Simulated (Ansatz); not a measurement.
**CdInCl3 (model cell, started as cubic perovskite with Cd in the octahedra): phonons and vibrational spectra**

Task: relax CdInCl3 (model cell, started as cubic perovskite with Cd in the octahedra), then find its harmonic phonons.

Calculated with Ansatz 0.2.0; DFT PBEsol, scalar-relativistic, plane waves, PAW; PAW set soft_1.

The structure was built from a prototype and need not be the compound's stable phase.

## (1) Set-up

It takes space group Pm-3m (No. 221, cubic). Conventional cell: a = 5.410 Å, b = 5.410 Å, c = 5.410 Å, α = 90.00°, β = 90.00°, γ = 90.00°. Nearest to In lie 12 Cl at 3.83 Å. Cd has 6 Cl at 2.70 Å nearest. Nearest to Cl lie 2 Cd at 2.70 Å. Farther neighbours and most contacts between anions are not listed.

## (2) Bringing the structure to rest, k-mesh 4×4×4

Harmonic phonons are second derivatives at a point where the forces vanish, and they are wanted at zero stress, so atoms and cell are relaxed first.

input.yaml reads:

```yaml
crystal:
  lattice:
    - [5.4096, 0.0, 0.0]
    - [0.0, 5.4096, 0.0]
    - [0.0, 0.0, 5.4096]
  atoms:
    - { symbol: In, position: [0.0, 0.0, 0.0] }
    - { symbol: Cd, position: [0.5, 0.5, 0.5] }
    - { symbol: Cl, position: [0.5, 0.5, 0.0] }
    - { symbol: Cl, position: [0.5, 0.0, 0.5] }
    - { symbol: Cl, position: [0.0, 0.5, 0.5] }
kpoints:
  mp_grid: { grid: [4, 4, 4] }
hamiltonian:
  xc: pbesol
  pseudopotentials: { kind: paw, azcp: { folder: soft_1 }, xc_functional: pbe }
scf:
  occupations: { method: gaussian, width: 0.02 }
output:
  forces: true
  stress: true
  eigenvalues: true
  write_density: true
  write_potential: true
  elf: true
  volumetric_format: npy
relax:
  adjacent_minimum: "off"
  f_tol: 0.005
  max_steps: 80
  cell: { stress_tol: 0.05 }
```

Command:

```
$ ansatz run input.yaml --threads 4 --pin off --max-ram 16384MiB --backend cpu --events-out ev --progress --plain --runs-dir out
```

Numbers of over 12 decimals in the logs are rounded to 6 here.

The program printed:

```text
Engine: ansatz 0.2.0, aarch64-unknown-linux-gnu
Pseudopotentials: kind: paw
Pseudopotential: In, paw, valence charge 13, recommended cutoff 420 eV (normal), soft_1/In.paw.azcp
Pseudopotential: Cd, paw, valence charge 20, recommended cutoff 420 eV (normal), soft_1/Cd.paw.azcp
Pseudopotential: Cl, paw, valence charge 7, recommended cutoff 420 eV (normal), soft_1/Cl.paw.azcp
Functional definition: PBEsol
  exchange = pbesol_x
  correlation = pbesol_c
Crystal: 5 atoms, lattice volume = 158.305 Å³
Basis set: ecut = 420 eV, 3071 PW (Γ), exchange–correlation on 80×80×80 points (8 copies of the dense FFT grid, shifted against one another)
Bands: 33, of which v1, the nominal top of the filled ones, is band 27 counted from 1 (26 counted from 0)
Symmetry: 48 space group operations
Space group: Pm-3m (ITA 221), of the structure as read, at distance tolerance 5.4e-5 Å
k-points: 10 of 64
Non-local potential: In, projectors of the file, l = 0: 2, l = 1: 2, l = 2: 2, l = 3: 1
Non-local potential: Cd, projectors of the file, l = 0: 3, l = 1: 2, l = 2: 2, l = 3: 1
Non-local potential: Cl, projectors of the file, l = 0: 2, l = 1: 2, l = 2: 1
PAW form: soft (Blöchl's): semilocal exchange-correlation on the pseudo side does not see the compensation charge
PAW frozen core: In, regenerated for the run's functional, and the local potential with it (the file was generated under x = pbe(κ = 0.804, μ = 0.219515), c = pbe(β = 0.066725))
PAW frozen core: Cd, regenerated for the run's functional, and the local potential with it (the file was generated under x = pbe(κ = 0.804, μ = 0.219515), c = pbe(β = 0.066725))
PAW frozen core: Cl, regenerated for the run's functional, and the local potential with it (the file was generated under x = pbe(κ = 0.804, μ = 0.219515), c = pbe(β = 0.066725))
PAW one-centre angular grid: In, 590 points (default); XC on 64 Gauss nodes
PAW one-centre angular grid: Cd, 590 points (default); XC on 64 Gauss nodes
PAW one-centre angular grid: Cl, 110 points (default); XC on 64 Gauss nodes
Initial density: superposition of atomic densities (chi_scale 0.1, normalization cell), built separately for each of the 2 bonded fragments (scf.initial_density.interfragment_charge_transfer: auto; true builds it for the cell as a whole; a typed value also counts as a typed key of the start: scf.initial_density.chi_scale says what that changes, if anything)
Initial wavefunctions: pseudopotential atomic-orbital guess
Functional: x = pbesol(κ = 0.804, μ = 0.123457), c = pbesol(β = 0.046)
SCF iter   1: F=—  HF=-16898.492862 eV  |F-HF|=—  |Δ(HF+E_count)|=         —  Δρ=5.35e-2  dr2=5.77e0  ethr=3.10e-3  ⟨swp⟩=8.1  Hψ=1562  notcnv=0
preconditioner: auto → LDOS  [insulator: Δε(μ)=0.640 eV  Ē_g=12.658 eV  σ=0.020 eV  W_gap=0.67  n_scr=26 (ndim 8)  ℏωp=20.0 eV  f_vac=0.035  D(μ)=2.42/eV (n_scr^D=18)  ε∞_Penn≈3.5  β→1.0]
SCF iter   2: F=—  HF=-16900.072108 eV  |F-HF|=—  |Δ(HF+E_count)|=    1.58e0  Δρ=8.45e-2  dr2=1.08e1  ethr=3.10e-3  ⟨swp⟩=3.9  Hψ=908  notcnv=0  defer=18
preconditioner: auto → Resta (q_TF=auto, 2.281 Å⁻¹)  ε∞=4.1  [insulator: Δε(μ)=1.633 eV  Ē_g=11.447 eV  σ=0.020 eV  W_gap=1.00  n_scr=26 (ndim 8)  ℏωp=20.0 eV  f_vac=0.062  D(μ)=0.00/eV (n_scr^D=0)  ε∞_Penn≈4.1  β→0.5]
SCF iter   3: F=—  HF=-16896.468057 eV  |F-HF|=—  |Δ(HF+E_count)|=    3.60e0  Δρ=2.20e-2  dr2=8.09e-1  ethr=3.10e-3  ⟨swp⟩=3.0  Hψ=767  notcnv=0  defer=19
SCF iter   4: F=—  HF=-16896.198079 eV  |F-HF|=—  |Δ(HF+E_count)|=   2.70e-1  Δρ=1.28e-2  dr2=2.28e-1  ethr=1.50e-3  ⟨swp⟩=3.3  Hψ=628  notcnv=0  defer=19
SCF iter   5: F=—  HF=-16896.134376 eV  |F-HF|=—  |Δ(HF+E_count)|=   6.37e-2  Δρ=5.98e-3  dr2=5.32e-2  ethr=4.22e-4  ⟨swp⟩=2.2  Hψ=577  notcnv=0  defer=19
SCF iter   6: F=—  HF=-16896.115938 eV  |F-HF|=—  |Δ(HF+E_count)|=   1.84e-2  Δρ=4.41e-4  dr2=3.90e-4  ethr=9.86e-5  ⟨swp⟩=3.0  Hψ=625  notcnv=0  defer=19
SCF iter   7: F=—  HF=-16896.116126 eV  |F-HF|=—  |Δ(HF+E_count)|=   1.88e-4  Δρ=1.72e-4  dr2=4.72e-5  ethr=7.23e-7  ⟨swp⟩=2.0  Hψ=640  notcnv=0  defer=19
SCF iter   8: F=—  HF=-16896.116192 eV  |F-HF|=—  |Δ(HF+E_count)|=   6.61e-5  Δρ=7.20e-5  dr2=6.22e-6  ethr=8.73e-8  ⟨swp⟩=2.1  Hψ=518  notcnv=0  defer=19
SCF iter   9: F=—  HF=-16896.116191 eV  |F-HF|=—  |Δ(HF+E_count)|=   9.21e-7  Δρ=1.75e-5  dr2=4.70e-7  ethr=1.15e-8  ⟨swp⟩=2.0  Hψ=564  notcnv=0  defer=19
SCF iter  10: F=-16896.116191 eV  HF=-16896.116191 eV  |F-HF|=1.56e-8  |Δ(HF+E_count)|=   1.58e-7  Δρ=1.86e-6  dr2=8.38e-9  ethr=1.85e-10  ⟨swp⟩=17.4  Hψ=2678  notcnv=0
SCF 1 converged in 10 iterations: F = -16896.116191 eV  dr2 = 8.38e-9
  greatest PAW one-centre occupation: 1.000 electrons in one spin orbital (limit 2), on the Cd atom at site 1 (counted from 0), in its partial waves of l = 0
relax step   1: F+E_penalty+E_count = -16896.11619118 eV  Δ(F+E_penalty+E_count) = +0.000e0 eV  max|allowed force component| = 4.226e-28 eV/Å  Δτ_max = 0.0000 Å  P = -4.157 GPa  Ω = 158.305 Å³  (10 SCF iters, dr2 threshold 1.00e-7 eV, accepted)
Crystal: 5 atoms, lattice volume = 142.661 Å³
Basis set: ecut = 420 eV, 2801 PW (Γ), exchange–correlation on 80×80×80 points (8 copies of the dense FFT grid, shifted against one another)
Initial density: handed on by an earlier stage of this run
Initial wavefunctions: those handed on with the density
iter 1 solved again at ethr=7.74e-5 eV; its pass at ethr=3.10e-3 eV (dr2=4.18e-2 eV) is discarded
SCF iter   1: F=—  HF=-16896.444982 eV  |F-HF|=—  |Δ(HF+E_count)|=         —  Δρ=3.68e-3  dr2=4.15e-2  ethr=7.74e-5  ⟨swp⟩=2.4  Hψ=1843  notcnv=0
preconditioner: auto → Resta (q_TF=auto, 2.320 Å⁻¹)  ε∞=3.9  [insulator: Δε(μ)=1.621 eV  Ē_g=12.386 eV  σ=0.020 eV  W_gap=1.00  n_scr=26 (ndim 8)  ℏωp=21.1 eV  f_vac=0.034  D(μ)=0.00/eV (n_scr^D=0)  ε∞_Penn≈3.9]
SCF iter   2: F=—  HF=-16896.431418 eV  |F-HF|=—  |Δ(HF+E_count)|=   1.36e-2  Δρ=1.95e-3  dr2=7.87e-3  ethr=7.69e-5  ⟨swp⟩=3.0  Hψ=593  notcnv=0
SCF iter   3: F=—  HF=-16896.428246 eV  |F-HF|=—  |Δ(HF+E_count)|=   3.17e-3  Δρ=6.56e-4  dr2=1.27e-3  ethr=1.46e-5  ⟨swp⟩=2.8  Hψ=477  notcnv=0  defer=19
SCF iter   4: F=—  HF=-16896.427788 eV  |F-HF|=—  |Δ(HF+E_count)|=   4.58e-4  Δρ=2.12e-4  dr2=7.79e-5  ethr=2.35e-6  ⟨swp⟩=2.2  Hψ=487  notcnv=0  defer=19
SCF iter   5: F=—  HF=-16896.427767 eV  |F-HF|=—  |Δ(HF+E_count)|=   2.13e-5  Δρ=7.84e-5  dr2=9.12e-6  ethr=1.44e-7  ⟨swp⟩=2.0  Hψ=559  notcnv=0  defer=19
SCF iter   6: F=-16896.427772 eV  HF=-16896.427772 eV  |F-HF|=8.86e-9  |Δ(HF+E_count)|=   5.02e-6  Δρ=1.49e-5  dr2=2.39e-7  ethr=9.26e-10  ⟨swp⟩=13.7  Hψ=2860  notcnv=0
SCF 2 converged in 6 iterations: F = -16896.427772 eV  dr2 = 2.39e-7
relax step   2: F+E_penalty+E_count = -16896.42777163 eV  Δ(F+E_penalty+E_count) = -3.116e-1 eV  max|allowed force component| = 2.076e-29 eV/Å  Δτ_max = 0.0000 Å  P = -1.935 GPa  Ω = 142.661 Å³  energy of the carried Pulay correction = +1.233e-3 eV  (6 SCF iters, dr2 threshold 5.00e-7 eV, accepted)
Crystal: 5 atoms, lattice volume = 131.376 Å³
Basis set: ecut = 420 eV, 2553 PW (Γ), exchange–correlation on 80×80×80 points (8 copies of the dense FFT grid, shifted against one another)
iter 1 solved again at ethr=4.34e-5 eV; its pass at ethr=3.10e-3 eV (dr2=2.34e-2 eV) is discarded
SCF iter   1: F=—  HF=-16896.481120 eV  |F-HF|=—  |Δ(HF+E_count)|=         —  Δρ=2.87e-3  dr2=2.27e-2  ethr=4.34e-5  ⟨swp⟩=2.8  Hψ=1881  notcnv=0
preconditioner: auto → Resta (q_TF=auto, 2.353 Å⁻¹)  ε∞=4.0  [insulator: Δε(μ)=1.773 eV  Ē_g=12.661 eV  σ=0.020 eV  W_gap=1.00  n_scr=26 (ndim 8)  ℏωp=22.0 eV  f_vac=0.029  D(μ)=0.00/eV (n_scr^D=0)  ε∞_Penn≈4.0]
SCF iter   2: F=—  HF=-16896.473724 eV  |F-HF|=—  |Δ(HF+E_count)|=   7.40e-3  Δρ=1.61e-3  dr2=4.95e-3  ethr=4.21e-5  ⟨swp⟩=3.0  Hψ=591  notcnv=0
SCF iter   3: F=—  HF=-16896.471748 eV  |F-HF|=—  |Δ(HF+E_count)|=   1.98e-3  Δρ=5.16e-4  dr2=7.42e-4  ethr=9.17e-6  ⟨swp⟩=3.1  Hψ=505  notcnv=0
SCF iter   4: F=—  HF=-16896.471484 eV  |F-HF|=—  |Δ(HF+E_count)|=   2.64e-4  Δρ=1.55e-4  dr2=3.98e-5  ethr=1.37e-6  ⟨swp⟩=2.4  Hψ=521  notcnv=0
SCF iter   5: F=—  HF=-16896.471483 eV  |F-HF|=—  |Δ(HF+E_count)|=   3.58e-7  Δρ=5.54e-5  dr2=3.73e-6  ethr=7.38e-8  ⟨swp⟩=2.2  Hψ=611  notcnv=0
SCF iter   6: F=-16896.471485 eV  HF=-16896.471485 eV  |F-HF|=2.36e-8  |Δ(HF+E_count)|=   2.15e-6  Δρ=9.94e-6  dr2=9.96e-8  ethr=9.26e-10  ⟨swp⟩=12.8  Hψ=2858  notcnv=0
SCF 3 converged in 6 iterations: F = -16896.471485 eV  dr2 = 9.96e-8
  Residual-converged pass: ⟨swp⟩=1.0  Hψ=370  notcnv=0  max |occ|·‖R‖ = 7.0e-9 eV (tolerance 1.0e-8 eV)  dr2=9.96e-8  dr2_onsite=3.75e-8  max |Δocc| = 0.0e0
relax step   3: F+E_penalty+E_count = -16896.47148535 eV  Δ(F+E_penalty+E_count) = -4.371e-2 eV  max|allowed force component| = 1.838e-29 eV/Å  Δτ_max = 0.0000 Å  P = +0.962 GPa  Ω = 131.376 Å³  energy of the carried Pulay correction = +2.273e-3 eV  (6 SCF iters, dr2 threshold 5.00e-7 eV, accepted)
[...]
relax step   4: F+E_penalty+E_count = -16896.48029677 eV  Δ(F+E_penalty+E_count) = -8.811e-3 eV  max|allowed force component| = 2.310e-29 eV/Å  Δτ_max = 0.0000 Å  P = -0.106 GPa  Ω = 134.919 Å³  energy of the carried Pulay correction = +1.931e-3 eV  (5 SCF iters, dr2 threshold 5.00e-7 eV, accepted)
[...]
relax step   5: F+E_penalty+E_count = -16896.48045601 eV  Δ(F+E_penalty+E_count) = -1.592e-4 eV  max|allowed force component| = 6.952e-29 eV/Å  Δτ_max = 0.0000 Å  P = -0.005 GPa  Ω = 134.558 Å³  energy of the carried Pulay correction = +1.965e-3 eV  (5 SCF iters, dr2 threshold 2.82e-8 eV, accepted)
Basis set: ecut = 420 eV, 2601 PW (Γ), exchange–correlation on 72×72×72 points (8 copies of the dense FFT grid, shifted against one another)
Initial wavefunctions: pseudopotential atomic-orbital guess (no wavefunctions were taken with the density)
iter 1 solved again at ethr=4.34e-7 eV; its pass at ethr=3.10e-3 eV (dr2=2.34e-4 eV) is discarded
SCF iter   1: F=—  HF=-16896.478762 eV  |F-HF|=—  |Δ(HF+E_count)|=         —  Δρ=1.51e-4  dr2=4.84e-6  ethr=4.34e-7  ⟨swp⟩=3.3  Hψ=2505  notcnv=0
preconditioner: auto → Resta (q_TF=auto, 2.343 Å⁻¹)  ε∞=4.0  [insulator: Δε(μ)=1.788 eV  Ē_g=12.546 eV  σ=0.020 eV  W_gap=1.00  n_scr=26 (ndim 8)  ℏωp=21.7 eV  f_vac=0.033  D(μ)=0.00/eV (n_scr^D=0)  ε∞_Penn≈4.0]
SCF iter   2: F=—  HF=-16896.478882 eV  |F-HF|=—  |Δ(HF+E_count)|=   1.20e-4  Δρ=7.24e-5  dr2=1.39e-6  ethr=8.96e-9  ⟨swp⟩=2.1  Hψ=596  notcnv=0
SCF iter   3: F=—  HF=-16896.478883 eV  |F-HF|=—  |Δ(HF+E_count)|=   1.24e-6  Δρ=2.09e-5  dr2=1.18e-7  ethr=2.58e-9  ⟨swp⟩=2.7  Hψ=497  notcnv=0
SCF iter   4: F=—  HF=-16896.478883 eV  |F-HF|=—  |Δ(HF+E_count)|=   7.12e-8  Δρ=1.20e-6  dr2=1.29e-9  ethr=2.19e-10  ⟨swp⟩=2.0  Hψ=574  notcnv=0
SCF iter   5: F=—  HF=-16896.478883 eV  |F-HF|=—  |Δ(HF+E_count)|=  2.73e-10  Δρ=4.31e-7  dr2=1.97e-10  ethr=2.38e-12  ⟨swp⟩=2.0  Hψ=600  notcnv=0
SCF iter   6: F=-16896.478883 eV  HF=-16896.478883 eV  |F-HF|=1.09e-11  |Δ(HF+E_count)|=  1.02e-10  Δρ=8.12e-8  dr2=1.36e-11  ethr=1.00e-12  ⟨swp⟩=6.7  Hψ=1562  notcnv=0
SCF 6 converged in 6 iterations: F = -16896.478883 eV  dr2 = 1.36e-11
relax step   6: F+E_penalty+E_count = -16896.47888304 eV  Δ(F+E_penalty+E_count) = +1.573e-3 eV  max|allowed force component| = 4.512e-29 eV/Å  Δτ_max = 0.0000 Å  P = -0.012 GPa  Ω = 134.558 Å³  stress off target by 1.20e-2 GPa  SCF on the basis re-selected at this cell (its energy is not comparable with the rows above)  (6 SCF iters)
basis re-selected at this cell: Δ(F+E_penalty+E_count) = +1.573e-3 eV, ΔP = -0.007 GPa vs the last step (what re-selecting the basis moved, of the pressure what is left beyond the Pulay correction that the steps carried, after the strain that the cell walked since its last selection, with what the two solves' SCF thresholds leave and, on support functions, any second-order correction that the steps lacked; it is no measure of the basis error at this ecutwfc). The dense FFT grid was sized anew with the basis: this SCF ran on 36×36×36 points, the steps before it on 40×40×40, so part of this shift can come from that change (see relax.cell in the input reference). [rest of the remark cut]
SCF converged after 6 iterations
Free energy (F): -16896.478883 eV
Harris-Foulkes:  -16896.478883 eV  (|F-HF|=1.09e-11)
Internal energy: -16896.478883 eV  (E = F + TS)
E sigma→0 (E₀):  -16896.478883 eV
Fermi energy:    4.806054 eV
--- Per-component energies (eV) ---
  E_band       = -666.213007
  E_kinetic    = 1109.334246
  E_local      = -6365.032880  (includes V_loc(G=0)·N_el)
  E_nonlocal   = 548.713445
  E_hartree    = 2753.704626
  E_xc         = -616.014150
  E_vxc        = -632.283781  (∫ρ·V_xc dr)
  E_paw        = -10087.036735  (= ΣΔE_a)
  E_vpaw       = -834.354339  (= ΣTr[D̂ρ^β])
  E_aug_tail   = 0.000833  (compensation charges beyond the density's cutoff)
  E_ewald      = -4240.961429
  E_core_change = 0.813161  (= ΣΔE_core)
  E_smearing   = -0.000000  (= −TS)
  E_closure    = 0.000000  (closes the sum)
  Σ components = -16896.478883   (vs F -16896.478883, Δ=0.00e0)
--- Forces (eV/Å), atoms counted from 1 ---
  atom   1  In     0.00000000     0.00000000    -0.00000000
  atom   2  Cd     0.00000000    -0.00000000     0.00000000
  atom   3  Cl    -0.00000000    -0.00000000     0.00000000
  atom   4  Cl    -0.00000000    -0.00000000    -0.00000000
  atom   5  Cl    -0.00000000     0.00000000    -0.00000000
  max |Σ_I F_I| component: 2.68e-29 eV/Å
--- Stress (GPa, compression-positive) ---
       -0.012005      -0.000000       0.000000
       -0.000000      -0.012005      -0.000000
        0.000000      -0.000000      -0.012005
  P = ⅓ Tr σ = -0.0120 GPa (-0.120 kbar)
--- Band table (eV; the first three rows and the last of 10) ---
  k-point 0: bands = [... 23 lower, 2.8482, 2.9105, 2.9105, 2.9105, 5.6998, 9.7122, 9.7122, 9.7122, ... 2 higher]
  k-point 1: bands = [... 23 lower, 2.7625, 2.9186, 2.9186, 3.3039, 6.8775, 8.4065, 9.2949, 9.2949, ... 2 higher]
  k-point 2: bands = [... 23 lower, 2.6808, 2.9524, 2.9524, 3.8367, 7.4440, 8.5005, 8.9845, 8.9845, ... 2 higher]
  k-point 9: bands = [... 23 lower, 3.5222, 3.5222, 3.9121, 3.9121, 9.4575, 9.4575, 9.4575, 10.0774, ... 2 higher]
--- Relaxed structure (5 steps of the walk, 5 accepted, 1 SCFs on fresh bases) ---
  F+E_penalty+E_count = -16896.47888304 eV   max|allowed force component| = 4.512e-29 eV/Å   (the final SCF, on the basis selected at the relaxed cell)
  cell:  # Å, volume = 134.5577 Å³
    - [5.124319, 0, 0]
    - [0, 5.124319, 0]
    - [0, 0, 5.124319]
  atoms:
    - { symbol: In, position: [0, 0, 0] }
    - { symbol: Cd, position: [0.500000, 0.500000, 0.500000] }
    - { symbol: Cl, position: [0.500000, 0.500000, 0] }
    - { symbol: Cl, position: [0.500000, 0, 0.500000] }
    - { symbol: Cl, position: [0, 0.500000, 0.500000] }
```

Wall time 5.7 s (4 threads of Arm Neoverse V2, shared host); peak memory 0.48 GiB.

Step by step:

```csv
step,energy less that of the first step (eV),largest force component (eV/Å),pressure (GPa),volume (Å³)
1,0.0000,0.0000,-4.16,158.31
2,-0.3116,0.0000,-1.94,142.66
3,-0.3553,0.0000,0.96,131.38
4,-0.3641,0.0000,-0.11,134.92
5,-0.3643,0.0000,0.00,134.56
6*,-0.3627,0.0000,-0.01,134.56
```

Relaxation steps marked * repeat the geometry before them on a plane-wave basis chosen anew for their cell, so energy and pressure can jump there.

The run keeps the 48 symmetry operations that it works with, so distortions that break them were not tested.

```csv
"conventional cell, symmetrised",before,after,change
a (Å),5.410,5.124,-5.3 %
b (Å),5.410,5.124,-5.3 %
c (Å),5.410,5.124,-5.3 %
volume (Å³/atom),31.66,26.91,-15.0 %
```

Final coordinates:

```cif
data_structure
_symmetry_space_group_name_H-M 'P 1'
_symmetry_Int_Tables_number 1
_cell_length_a 5.1243
_cell_length_b 5.1243
_cell_length_c 5.1243
_cell_angle_alpha 90.000
_cell_angle_beta 90.000
_cell_angle_gamma 90.000
_cell_volume 134.56
loop_
_atom_site_label
_atom_site_type_symbol
_atom_site_fract_x
_atom_site_fract_y
_atom_site_fract_z
_atom_site_occupancy
In1 In 0.00000 0.00000 0.00000 1
Cd2 Cd 0.50000 0.50000 0.50000 1
Cl3 Cl 0.50000 0.50000 0.00000 1
Cl4 Cl 0.50000 0.00000 0.50000 1
Cl5 Cl 0.00000 0.50000 0.50000 1
```

A gap read on the k-mesh alone can miss the band edges.

This step gave:

| Property | Result |
| --- | --- |
| pressure | -0.01200 GPa |
| gap on the k-mesh | 1.788 eV |
| volume per atom | 26.91 Å³ |
| direct gap on mesh | 2.789 eV |

Electrostatic potential energy in the ac plane at fractional y = 0.500, with atoms of Cd and Cl within 0.2 Å of it. With pseudopotentials it is smooth inside the atoms' cores, unlike the true potential.

Values in eV, 14 rows by 14 columns, each cell a mean:
```
 10  10  10  10   4 -20 -35 -36 -31  -7   8  10  10  10
 10  10  10  10   7  -3 -20 -25 -13   3   9  10  10  10
 10  10  10  10   9   6   2   0   4   7   9  10  10  10
  7   8   9   9   8   5   2   0   3   6   8   9   9   8
-10  -2   6   7   5  -4 -12 -14  -9   1   6   7   3  -7
-33 -25  -3   5  -1 -15 -23 -24 -20  -9   3   4 -13 -31
-36 -34 -12   3  -6 -20 -29 -32 -24 -14   0   0 -25 -36
-35 -31  -8   4  -4 -18 -26 -29 -23 -12   2   2 -20 -35
-24 -13   3   6   2 -10 -18 -20 -15  -4   5   6  -3 -20
  3   6   8   8   7   2  -4  -6  -1   5   8   9   7   4
  9  10  10  10   8   6   4   3   5   7   9  10  10  10
 10  10  10  10   8   3  -8 -12  -3   6   9  10  10  10
 10  10  10  10   6 -13 -31 -34 -25  -2   8  10  10  10
 10  10  10   9   3 -24 -35 -36 -33 -10   7  10  10  10
```
Columns run along a (5.1 Å; values clipped at the 3rd and 97th percentile), rows up along c (5.1 Å). Atoms in or near the plane, at fractional coordinates: Cd at (0.50, 0.50), Cl at (0.50, 0.00), Cl at (0.00, 0.50).

ELF in the ac plane at fractional y = 0.500, with atoms of Cd and Cl within 0.2 Å of it. It is the smooth field of the valence electrons, not physical close to the nuclei.

Ten even steps from '0' (0.01) to '9' (0.93), each cell a mean:
```
00158965897300
00027888985100
32003566641013
86300122110157
99621223211489
78831356421698
27842489632685
58841378522686
99731234321589
98510112110378
64101344320025
10015788863001
00048987896200
00169952798300
```
Columns run along a (5.1 Å), rows up along c (5.1 Å). Atoms in or near the plane, at fractional coordinates: Cd at (0.50, 0.50), Cl at (0.50, 0.00), Cl at (0.00, 0.50).

Valence density in the ac plane at fractional y = 0.500, with atoms of Cd and Cl within 0.2 Å of it. It is the smooth field of the valence electrons, not physical close to the nuclei.

Ten steps, logarithmic in the rise over the least value, from '0' (0 e/Å³) to '9' (23 e/Å³), each cell a mean:
```
00002444431000
00001344321000
00000122210000
11000112110011
33111245311123
44312578631234
34323699852244
44322689741244
43211366521134
22100123210012
00000122110000
00001233310000
00002344431000
00002443431000
```
Columns run along a (5.1 Å), rows up along c (5.1 Å). Atoms in or near the plane, at fractional coordinates: Cd at (0.50, 0.50), Cl at (0.50, 0.00), Cl at (0.00, 0.50).

In this step the volume went from 31.66 to 26.91 Å³/atom.

(Part 1 of 3 ends here.)

[Logs are printed without paths, hosts, clocks, repeated set-up lines and the standing remarks that a program may print on its own settings, such as how far it seeks lower states.]

[Hosts, paths, dates, database ids (printed as entryN), source tags and the programs' standing remarks are cut or masked in the printed files.]
